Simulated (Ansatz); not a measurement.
# LiTlF4: relaxing a made-up structure

Starting from a made-up structure for LiTlF4, the aim is the relaxed cell, its shortest contacts and, where a second run follows, its electronic structure.

Main program and level: Ansatz 0.2.0; DFT, PBE, plane-wave PAW, files of the set soft_1, scalar-relativistic, no spin, cell and ions relaxed at zero pressure; PAW set soft_1, in the first sound run; inputs show where later runs differ.

**1. Set-up**

It takes space group P2/m (No. 10, monoclinic). Conventional cell: a = 4.815 Å, b = 3.610 Å, c = 4.831 Å, α = 90.00°, β = 92.90°, γ = 90.00°. Tl has 6 F at 2.09 to 2.29 Å nearest. Nearest to F lie 1 Tl at 2.09 Å and 2 Li at 2.19 Å. Nearest to F lie 1 Li at 2.10 Å and 2 Tl at 2.29 Å. Li has 6 F at 2.10 to 2.19 Å nearest. Farther neighbours and most contacts between anions are not listed.

**2. Relaxation of the guess**

The guess takes its coordinates from another compound and its volume from a rule, so the cell and any free coordinates are relaxed together.

Contents of input.yaml:

```yaml
crystal:
  lattice:
    - [4.815, 0.0, 0.0]
    - [0.0, 3.61, 0.0]
    - [-0.244414494, 0.0, 4.824813215]
  atoms:
    - { symbol: Tl, position: [0.0, 0.0, 0.0] }
    - { symbol: F, position: [0.3276, 0.0, 0.3021] }
    - { symbol: F, position: [0.1772, 0.5, 0.7769] }
    - { symbol: F, position: [0.8228, 0.5, 0.2231] }
    - { symbol: F, position: [0.6724, 0.0, 0.6979] }
    - { symbol: Li, position: [0.5, 0.5, 0.5] }
kpoints:
  mp_grid: { grid: [6, 7, 6] }
scf:
  occupations: { method: fermi_dirac, width: 0.05 }
hamiltonian:
  xc: pbe
  pseudopotentials: { kind: paw, azcp: { folder: soft_1 } }
relax:
  f_tol: 0.015
  max_steps: 70
  cell: {}
output:
  forces: true
  stress: true
```

Started as:

```sh
ansatz run input.yaml --threads 4 --pin off --max-ram 10240MiB --backend cpu --events-out ev --progress --plain --runs-dir out
```

Numbers of over 12 decimals in the logs are rounded to 6 here.

The program printed:

```text
Engine: ansatz 0.2.0, aarch64-unknown-linux-gnu
Pseudopotentials: kind: paw
Pseudopotential: Tl, paw, valence charge 13, recommended cutoff 420 eV (normal), soft_1/Tl.paw.azcp
Pseudopotential: F, paw, valence charge 7, recommended cutoff 420 eV (normal), soft_1/F.paw.azcp
Pseudopotential: Li, paw, valence charge 3, recommended cutoff 420 eV (normal), soft_1/Li.paw.azcp
Functional definition: PBE
  parameter kappa = 0.804
  parameter beta = 0.066725
  exchange = pbe_x(kappa = kappa, mu = beta*pi^2/3)
  correlation = pbe_c(beta = beta)
Crystal: 6 atoms, lattice volume = 83.866 Å³
Basis set: ecut = 420 eV, 1609 PW (Γ), exchange–correlation on 72×50×72 points (8 copies of the dense FFT grid, shifted against one another)
Bands: 28, of which v1, the nominal top of the filled ones, is band 22 counted from 1 (21 counted from 0)
Symmetry: 4 space group operations
Space group: P2/m (ITA 10), of the structure as read, at distance tolerance 4.4e-5 Å
k-points: 80 of 252
Non-local potential: Tl, projectors of the file, l = 0: 2, l = 1: 2, l = 2: 2, l = 3: 1
Non-local potential: F, projectors of the file, l = 0: 2, l = 1: 2, l = 2: 1
Non-local potential: Li, projectors of the file, l = 0: 3, l = 1: 2, l = 2: 1
PAW form: soft (Blöchl's): semilocal exchange-correlation on the pseudo side does not see the compensation charge
PAW one-centre angular grid: Tl, 590 points (default); XC on 64 Gauss nodes
PAW one-centre angular grid: F, 110 points (default); XC on 64 Gauss nodes
PAW one-centre angular grid: Li, 110 points (default); XC on 96 Gauss nodes
Initial density: superposition of atomic densities (chi_scale 0.1, normalization cell, long waves kept (reshape's long-wave potential 0.22 eV rms))
Initial wavefunctions: pseudopotential atomic-orbital guess
Functional: x = pbe(κ = 0.804, μ = 0.219515), c = pbe(β = 0.066725)
SCF iter   1: F=—  HF=-14889.607769 eV  |F-HF|=—  |Δ(HF+E_count)|=         —  Δρ=1.12e-1  dr2=9.79e0  ethr=3.10e-3  ⟨swp⟩=6.0  Hψ=11094  notcnv=0  defer=5
preconditioner: auto → Resta (q_TF=auto, 2.450 Å⁻¹)  ε∞=3.4  [insulator: Δε(μ)=1.451 eV  Ē_g=16.869 eV  σ=0.050 eV  W_gap=1.00  n_scr=18 (ndim 8)  ℏωp=26.3 eV  f_vac=0.022  D(μ)=0.00/eV (n_scr^D=0)  ε∞_Penn≈3.4]
SCF iter   2: F=—  HF=-14886.760260 eV  |F-HF|=—  |Δ(HF+E_count)|=    2.85e0  Δρ=4.18e-2  dr2=1.14e0  ethr=3.10e-3  ⟨swp⟩=3.0  Hψ=5231  notcnv=0  defer=142
SCF iter   3: F=—  HF=-14886.387433 eV  |F-HF|=—  |Δ(HF+E_count)|=   3.73e-1  Δρ=1.54e-2  dr2=2.38e-1  ethr=2.60e-3  ⟨swp⟩=3.0  Hψ=4768  notcnv=0  defer=149
SCF iter   4: F=—  HF=-14886.300569 eV  |F-HF|=—  |Δ(HF+E_count)|=   8.69e-2  Δρ=7.20e-3  dr2=3.60e-2  ethr=5.41e-4  ⟨swp⟩=2.7  Hψ=3852  notcnv=0  defer=149
SCF iter   5: F=—  HF=-14886.298374 eV  |F-HF|=—  |Δ(HF+E_count)|=   2.20e-3  Δρ=4.03e-3  dr2=1.16e-2  ethr=8.19e-5  ⟨swp⟩=2.0  Hψ=3701  notcnv=0  defer=149
SCF iter   6: F=—  HF=-14886.298774 eV  |F-HF|=—  |Δ(HF+E_count)|=   4.00e-4  Δρ=9.77e-4  dr2=9.49e-4  ethr=2.63e-5  ⟨swp⟩=2.7  Hψ=4119  notcnv=0  defer=149
SCF iter   7: F=—  HF=-14886.299482 eV  |F-HF|=—  |Δ(HF+E_count)|=   7.08e-4  Δρ=1.52e-4  dr2=3.29e-5  ethr=2.16e-6  ⟨swp⟩=2.0  Hψ=3344  notcnv=0  defer=149
SCF iter   8: F=—  HF=-14886.299499 eV  |F-HF|=—  |Δ(HF+E_count)|=   1.65e-5  Δρ=2.39e-5  dr2=6.62e-7  ethr=7.48e-8  ⟨swp⟩=2.2  Hψ=3606  notcnv=0  defer=149
SCF iter   9: F=-14886.299500 eV  HF=-14886.299500 eV  |F-HF|=2.85e-8  |Δ(HF+E_count)|=   1.10e-6  Δρ=4.16e-6  dr2=1.72e-8  ethr=2.27e-10  ⟨swp⟩=4.0  Hψ=7708  notcnv=0
SCF 1 converged in 9 iterations: F = -14886.299500 eV  dr2 = 1.72e-8
  greatest PAW one-centre occupation: 1.000 electrons in one spin orbital (limit 2), on the Li atom at site 5 (counted from 0), in its partial waves of l = 0
relax step   1: F+E_penalty+E_count = -14886.29949993 eV  Δ(F+E_penalty+E_count) = +0.000e0 eV  max|allowed force component| = 1.782e-1 eV/Å  Δτ_max = 0.0000 Å  P = -0.631 GPa  Ω = 83.866 Å³  (9 SCF iters, dr2 threshold 1.00e-7 eV, accepted)
Crystal: 6 atoms, lattice volume = 83.600 Å³
Basis set: ecut = 420 eV, 1611 PW (Γ), exchange–correlation on 72×50×72 points (8 copies of the dense FFT grid, shifted against one another)
Initial density: handed on by an earlier stage of this run
Initial wavefunctions: those handed on with the density
iter 1 solved again at ethr=4.12e-5 eV; its pass at ethr=3.10e-3 eV (dr2=1.81e-2 eV) is discarded
SCF iter   1: F=—  HF=-14886.354012 eV  |F-HF|=—  |Δ(HF+E_count)|=         —  Δρ=1.04e-2  dr2=1.83e-2  ethr=4.12e-5  ⟨swp⟩=2.1  Hψ=11427  notcnv=0
preconditioner: auto → Resta (q_TF=auto, 2.452 Å⁻¹)  ε∞=3.4  [insulator: Δε(μ)=2.536 eV  Ē_g=16.839 eV  σ=0.050 eV  W_gap=1.00  n_scr=18 (ndim 8)  ℏωp=26.3 eV  f_vac=0.138  D(μ)=0.00/eV (n_scr^D=0)  ε∞_Penn≈3.4]
SCF iter   2: F=—  HF=-14886.352649 eV  |F-HF|=—  |Δ(HF+E_count)|=   1.36e-3  Δρ=5.06e-3  dr2=4.15e-3  ethr=4.12e-5  ⟨swp⟩=2.3  Hψ=3926  notcnv=0
SCF iter   3: F=—  HF=-14886.353499 eV  |F-HF|=—  |Δ(HF+E_count)|=   8.50e-4  Δρ=2.13e-3  dr2=2.28e-3  ethr=9.44e-6  ⟨swp⟩=2.0  Hψ=4046  notcnv=0
SCF iter   4: F=—  HF=-14886.353123 eV  |F-HF|=—  |Δ(HF+E_count)|=   3.76e-4  Δρ=4.24e-4  dr2=5.75e-5  ethr=5.19e-6  ⟨swp⟩=2.1  Hψ=3073  notcnv=0
SCF iter   5: F=—  HF=-14886.353166 eV  |F-HF|=—  |Δ(HF+E_count)|=   4.24e-5  Δρ=8.37e-5  dr2=4.26e-6  ethr=1.31e-7  ⟨swp⟩=2.0  Hψ=3135  notcnv=0
SCF iter   6: F=—  HF=-14886.353167 eV  |F-HF|=—  |Δ(HF+E_count)|=   9.52e-7  Δρ=4.48e-5  dr2=1.05e-6  ethr=1.36e-9  ⟨swp⟩=5.0  Hψ=7900  notcnv=0
SCF iter   7: F=-14886.353167 eV  HF=-14886.353167 eV  |F-HF|=2.25e-8  |Δ(HF+E_count)|=   1.94e-7  Δρ=1.19e-5  dr2=9.79e-8  ethr=1.36e-9  ⟨swp⟩=4.0  Hψ=6848  notcnv=0
SCF 2 converged in 7 iterations: F = -14886.353167 eV  dr2 = 9.79e-8
relax step   2: F+E_penalty+E_count = -14886.35316684 eV  Δ(F+E_penalty+E_count) = -5.367e-2 eV  max|allowed force component| = 8.967e-2 eV/Å  Δτ_max = 0.0716 Å  P = -0.251 GPa  Ω = 83.600 Å³  energy of the carried Pulay correction = +5.419e-4 eV  (7 SCF iters, dr2 threshold 6.00e-7 eV, accepted)
Crystal: 6 atoms, lattice volume = 82.985 Å³
Basis set: ecut = 420 eV, 1595 PW (Γ), exchange–correlation on 72×50×72 points (8 copies of the dense FFT grid, shifted against one another)
iter 1 solved again at ethr=5.00e-6 eV; its pass at ethr=3.10e-3 eV (dr2=2.20e-3 eV) is discarded
SCF iter   1: F=—  HF=-14886.363353 eV  |F-HF|=—  |Δ(HF+E_count)|=         —  Δρ=3.32e-3  dr2=2.13e-3  ethr=5.00e-6  ⟨swp⟩=2.0  Hψ=12944  notcnv=0
preconditioner: auto → Resta (q_TF=auto, 2.455 Å⁻¹)  ε∞=3.5  [insulator: Δε(μ)=2.522 eV  Ē_g=16.875 eV  σ=0.050 eV  W_gap=1.00  n_scr=18 (ndim 8)  ℏωp=26.4 eV  f_vac=0.133  D(μ)=0.00/eV (n_scr^D=0)  ε∞_Penn≈3.5]
SCF iter   2: F=—  HF=-14886.363105 eV  |F-HF|=—  |Δ(HF+E_count)|=   2.48e-4  Δρ=1.58e-3  dr2=4.55e-4  ethr=4.84e-6  ⟨swp⟩=2.3  Hψ=3672  notcnv=0
SCF iter   3: F=—  HF=-14886.363169 eV  |F-HF|=—  |Δ(HF+E_count)|=   6.40e-5  Δρ=4.72e-4  dr2=9.14e-5  ethr=1.03e-6  ⟨swp⟩=2.0  Hψ=3753  notcnv=0
SCF iter   4: F=—  HF=-14886.363161 eV  |F-HF|=—  |Δ(HF+E_count)|=   8.06e-6  Δρ=1.25e-4  dr2=9.63e-6  ethr=2.08e-7  ⟨swp⟩=2.0  Hψ=3745  notcnv=0
SCF iter   5: F=—  HF=-14886.363164 eV  |F-HF|=—  |Δ(HF+E_count)|=   2.65e-6  Δρ=1.04e-4  dr2=5.98e-6  ethr=2.19e-8  ⟨swp⟩=2.0  Hψ=3162  notcnv=0
SCF iter   6: F=-14886.363163 eV  HF=-14886.363163 eV  |F-HF|=1.53e-7  |Δ(HF+E_count)|=   8.27e-7  Δρ=2.06e-5  dr2=1.86e-7  ethr=1.36e-9  ⟨swp⟩=2.9  Hψ=8729  notcnv=0
SCF 3 converged in 6 iterations: F = -14886.363163 eV  dr2 = 1.86e-7
relax step   3: F+E_penalty+E_count = -14886.36316334 eV  Δ(F+E_penalty+E_count) = -9.996e-3 eV  max|allowed force component| = 4.686e-2 eV/Å  Δτ_max = 0.0247 Å  P = -0.119 GPa  Ω = 82.985 Å³  energy of the carried Pulay correction = +1.803e-3 eV  (6 SCF iters, dr2 threshold 6.00e-7 eV, accepted)
[...]
relax step   4: F+E_penalty+E_count = -14886.36951536 eV  Δ(F+E_penalty+E_count) = -6.352e-3 eV  max|allowed force component| = 4.212e-2 eV/Å  Δτ_max = 0.0263 Å  P = +0.020 GPa  Ω = 82.390 Å³  energy of the carried Pulay correction = +3.033e-3 eV  (6 SCF iters, dr2 threshold 6.00e-7 eV, accepted)
[...]
relax step   5: F+E_penalty+E_count = -14886.37087255 eV  Δ(F+E_penalty+E_count) = -1.357e-3 eV  max|allowed force component| = 1.899e-2 eV/Å  Δτ_max = 0.0469 Å  P = -0.263 GPa  Ω = 82.854 Å³  energy of the carried Pulay correction = +2.073e-3 eV  (7 SCF iters, dr2 threshold 4.83e-7 eV, accepted)
[...]
relax step   6: F+E_penalty+E_count = -14886.37242214 eV  Δ(F+E_penalty+E_count) = -1.550e-3 eV  max|allowed force component| = 1.475e-2 eV/Å  Δτ_max = 0.0142 Å  P = +0.121 GPa  Ω = 82.375 Å³  energy of the carried Pulay correction = +3.063e-3 eV  (6 SCF iters, dr2 threshold 2.51e-7 eV, accepted)
[...]
relax step   7: F+E_penalty+E_count = -14886.37230127 eV  Δ(F+E_penalty+E_count) = +1.209e-4 eV  max|allowed force component| = 2.337e-3 eV/Å  Δτ_max = 0.0051 Å  P = -0.010 GPa  Ω = 82.482 Å³  energy of the carried Pulay correction = +2.842e-3 eV  (5 SCF iters, dr2 threshold 7.28e-8 eV, accepted)
[...]
relax step   8: F+E_penalty+E_count = -14886.37231173 eV  Δ(F+E_penalty+E_count) = -1.046e-5 eV  max|allowed force component| = 1.739e-3 eV/Å  Δτ_max = 0.0000 Å  P = -0.031 GPa  Ω = 82.482 Å³  stress off target by 1.82e-1 GPa  SCF on the basis re-selected at this cell (its energy is not comparable with the rows above)  (7 SCF iters)
[...]
relax step   9: F+E_penalty+E_count = -14886.37255688 eV  Δ(F+E_penalty+E_count) = -2.451e-4 eV  max|allowed force component| = 2.315e-3 eV/Å  Δτ_max = 0.0034 Å  P = +0.015 GPa  Ω = 82.450 Å³  energy of the carried Pulay correction = +6.603e-5 eV  (5 SCF iters, dr2 threshold 8.26e-8 eV, accepted)
iter 1 solved again at ethr=1.18e-7 eV; its pass at ethr=3.10e-3 eV (dr2=5.18e-5 eV) is discarded
SCF iter   1: F=—  HF=-14886.372378 eV  |F-HF|=—  |Δ(HF+E_count)|=         —  Δρ=3.24e-5  dr2=5.46e-8  ethr=1.18e-7  ⟨swp⟩=2.6  Hψ=15271  notcnv=0
SCF iter   2: F=—  HF=-14886.372520 eV  |F-HF|=—  |Δ(HF+E_count)|=   1.42e-4  Δρ=1.67e-5  dr2=1.49e-8  ethr=1.24e-10  ⟨swp⟩=2.0  Hψ=4000  notcnv=0
SCF iter   3: F=—  HF=-14886.372525 eV  |F-HF|=—  |Δ(HF+E_count)|=   4.67e-6  Δρ=6.32e-6  dr2=5.71e-9  ethr=3.39e-11  ⟨swp⟩=2.0  Hψ=3180  notcnv=0
SCF iter   4: F=—  HF=-14886.372526 eV  |F-HF|=—  |Δ(HF+E_count)|=   7.00e-7  Δρ=5.49e-7  dr2=2.12e-10  ethr=1.30e-11  ⟨swp⟩=2.0  Hψ=3065  notcnv=0
SCF iter   5: F=-14886.372526 eV  HF=-14886.372526 eV  |F-HF|=1.39e-9  |Δ(HF+E_count)|=  3.71e-10  Δρ=3.70e-7  dr2=5.65e-11  ethr=1.00e-12  ⟨swp⟩=4.0  Hψ=7386  notcnv=0
SCF 10 converged in 5 iterations: F = -14886.372526 eV  dr2 = 5.65e-11
relax step  10: F+E_penalty+E_count = -14886.37252575 eV  Δ(F+E_penalty+E_count) = +3.113e-5 eV  max|allowed force component| = 2.358e-3 eV/Å  Δτ_max = 0.0000 Å  P = +0.013 GPa  Ω = 82.450 Å³  stress off target by 2.88e-2 GPa  SCF on the basis re-selected at this cell (its energy is not comparable with the rows above)  (5 SCF iters)
basis re-selected at this cell: Δ(F+E_penalty+E_count) = +3.113e-5 eV, ΔP = -0.001 GPa vs the last step (what re-selecting the basis moved, of the pressure what is left beyond the Pulay correction that the steps carried, after the strain that the cell walked since its last selection, with what the two solves' SCF thresholds leave and, on support functions, any second-order correction that the steps lacked; it is no m [...]
SCF converged after 5 iterations
Free energy (F): -14886.372526 eV
Harris-Foulkes:  -14886.372526 eV  (|F-HF|=1.39e-9)
Internal energy: -14886.372526 eV  (E = F + TS)
E sigma→0 (E₀):  -14886.372526 eV
Fermi energy:    2.998247 eV
--- Per-component energies (eV) ---
  E_band       = -290.126846
  E_kinetic    = 1073.913596
  E_local      = -3554.421917  (includes V_loc(G=0)·N_el)
  E_nonlocal   = 647.978582
  E_hartree    = 1313.546939
  E_xc         = -494.691677
  E_vxc        = -520.273230  (∫ρ·V_xc dr)
  E_paw        = -11040.761172  (= ΣΔE_a)
  E_vpaw       = -564.420589  (= ΣTr[D̂ρ^β])
  E_aug_tail   = 0.003001  (compensation charges beyond the density's cutoff)
  E_ewald      = -2831.939877
  E_smearing   = -0.000000  (= −TS)
  E_closure    = 0.000000  (closes the sum)
  Σ components = -14886.372526   (vs F -14886.372526, Δ=0.00e0)
--- Forces (eV/Å), atoms counted from 1 ---
  atom   1  Tl     0.00000000     0.00000000    -0.00000000
  atom   2  F      0.00163487    -0.00000000     0.00180537
  atom   3  F      0.00235780     0.00000000    -0.00201826
  atom   4  F     -0.00235780    -0.00000000     0.00201826
  atom   5  F     -0.00163487     0.00000000    -0.00180537
  atom   6  Li     0.00000000     0.00000000     0.00000000
  max |Σ_I F_I| component: 0.00e0 eV/Å
--- Stress (GPa, compression-positive) ---
        0.014839       0.000000       0.016569
        0.000000       0.015813       0.000000
        0.016565       0.000000       0.009126
  P = ⅓ Tr σ = 0.0133 GPa (0.133 kbar)
--- Relaxed structure (8 steps of the walk, 8 accepted, 2 SCFs on fresh bases) ---
  F+E_penalty+E_count = -14886.37252575 eV   max|allowed force component| = 2.358e-3 eV/Å   (the final SCF, on the basis selected at the relaxed cell)
  cell:  # Å, volume = 82.4500 Å³
    - [4.825238, 1.0782192907489335e-17, 0.137889]
    - [8.083845565116618e-18, 3.537187, 1.616769113023327e-17]
    - [-0.106764, 2.106101961158328e-17, 4.827691]
  atoms:
    - { symbol: Tl, position: [2.846546493296185e-19, 0, 2.8463749592324316e-19] }
    - { symbol: F, position: [0.307684, 0, 0.307523] }
    - { symbol: F, position: [0.209263, 0.500000, 0.790596] }
    - { symbol: F, position: [0.790737, 0.500000, 0.209404] }
    - { symbol: F, position: [0.692316, 0, 0.692477] }
    - { symbol: Li, position: [0.5, 0.500000, 0.500000] }
```

Elapsed: 24 s, on 4 threads of Arm Neoverse V2, shared host; peak memory 0.47 GiB.

Step by step:

| step | energy less that of the first step (eV) | largest force component (eV/Å) | pressure (GPa) | volume (Å³) |
| --- | --- | --- | --- | --- |
| 1 | 0.0000 | 0.1782 | -0.63 | 83.87 |
| 2 | -0.0537 | 0.0897 | -0.25 | 83.60 |
| 3 | -0.0637 | 0.0469 | -0.12 | 82.99 |
| 4 | -0.0700 | 0.0421 | 0.02 | 82.39 |
| 5 | -0.0714 | 0.0190 | -0.26 | 82.85 |
| 6 | -0.0729 | 0.0148 | 0.12 | 82.38 |
| 7 | -0.0728 | 0.0023 | -0.01 | 82.48 |
| 8* | -0.0728 | 0.0017 | -0.03 | 82.48 |
| 9 | -0.0731 | 0.0023 | 0.01 | 82.45 |
| 10* | -0.0730 | 0.0024 | 0.01 | 82.45 |

Relaxation steps marked * repeat the geometry before them on a plane-wave basis chosen anew for their cell, so energy and pressure can jump there.

The run keeps the 4 symmetry operations that it works with, so distortions that break them were not tested.

```csv
cell as run,before,after,change
a (Å),4.815,4.827,+0.3 %
b (Å),3.610,3.537,-2.0 %
c (Å),4.831,4.829,-0.0 %
β (°),92.90,89.63,-3.5 %
volume (Å³/atom),13.98,13.74,-1.7 %
```

The atoms that moved most (Å, as changes of fractional coordinates times the final cell):

```csv
atom,dx,dy,dz,length
F4,-0.153,0.000,-0.071,0.169
F3,0.153,0.000,0.071,0.169
F5,0.097,0.000,-0.023,0.099
F2,-0.097,0.000,0.023,0.099
```

The relaxed structure:

```xyz
6
Lattice="4.8252 0.0000 0.1379 0.0000 3.5372 0.0000 -0.1068 0.0000 4.8277" Properties=species:S:1:pos:R:3 pbc="T T T"
Tl    0.0000    0.0000    0.0000
F     1.4518    0.0000    1.5271
F     0.9253    1.7686    3.8456
F     3.7931    1.7686    1.1200
F     3.2667    0.0000    3.4385
Li    2.3592    1.7686    2.4828
```

This step gave:

| Item | Value |
| --- | --- |
| free energy | -14886.3725 eV |
| Fermi energy | 2.998 eV |
| gap by band count | 2.541 eV |
| electrons | 44 |
| symmetry operations | 4 |
| pressure | 0.01326 GPa |

Shortest distances by pair of elements, guess and relaxed (not always the same contact):

```
 pair  guess (Å)  relaxed (Å)
 F–Li      2.101        1.978
 F–Tl      2.094        2.107
  F–F      2.468        2.636
Tl–Tl      3.610        3.537
Li–Li      3.610        3.537
```

The relaxation ends with a largest force component of 0.0024 eV/Å and a pressure of 0.01 GPa.

(Continued in part 2 of 2.)

[Logs are printed without paths, hosts, clocks, repeated set-up lines and the standing remarks that a program may print on its own settings, such as how far it seeks lower states.]

[Hosts, paths, dates, database ids (printed as entryN), source tags and the programs' standing remarks are cut or masked in the printed files.]
